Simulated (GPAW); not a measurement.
# Surface energy and work function of Cr(100) from slabs of 4 to 11 layers (PBE)

How do energy and work function of Cr(100) films settle with thickness, and what surface energy follows?

Set-up. GPAW 26.7.0, plane waves at 450 eV with PAW setups; symmetric 1×1 slabs cut at the tabulated lattice constant (two decimals; low-temperature values for the alkali metals), atoms at bulk places, 7.5 Å of vacuum on each side, one in-plane mesh for all thicknesses, Fermi-Dirac smearing of 0.1 eV. Energies are extrapolated to zero smearing and count from the program's reference atoms. Functional PBE; spin-polarised. The cell's area is 8.294 Å².

What came out, but for one run:

```tsv
layers	energy (eV)	work function (eV)
4	−34.6105	3.71
5	−43.9201	3.71
6	−53.3566	3.71
7	−62.7379	3.69
8	−72.1275	3.70
9	−81.5356	3.70
10	−90.9377	3.70
11	?	?
```

**Question.** What surface energy do these runs give, and what energy and work function should the 11-layer slab have?

A: A slab of n layers has E(n) = nε + 2Aγ once its middle is bulk-like. A line through n = 6 to 10 has the slope ε = −9.3960 eV a layer and the intercept 2Aγ = 3.0289 eV (r.m.s. residual 7.7 meV). So γ = 3.0289 / (2 × 8.294 Å²) = 0.1826 eV/Å² = 2.93 J/m², with a standard error of about 0.02 J/m² from the scatter about the line. For 11 layers: 3.0289 + 11 × (−9.3960) = −100.327 eV; the run gives −100.337 eV, 9.8 meV under the line. The work function has no such law: from 6 to 10 layers it moves between 3.69 and 3.71 eV (mean 3.70), and the 11-layer slab gives 3.70 eV. The thinnest slab, 4 layers, lies +0.01 eV from that mean.

**Limits.** The surfaces are unrelaxed, so γ is an upper bound for this functional and lattice constant. The tabulated lattice constant isn't the functional's own, which strains the slab a little.

[Logs are printed without paths, hosts, clocks, repeated set-up lines and the standing remarks that a program may print on its own settings, such as how far it seeks lower states.]
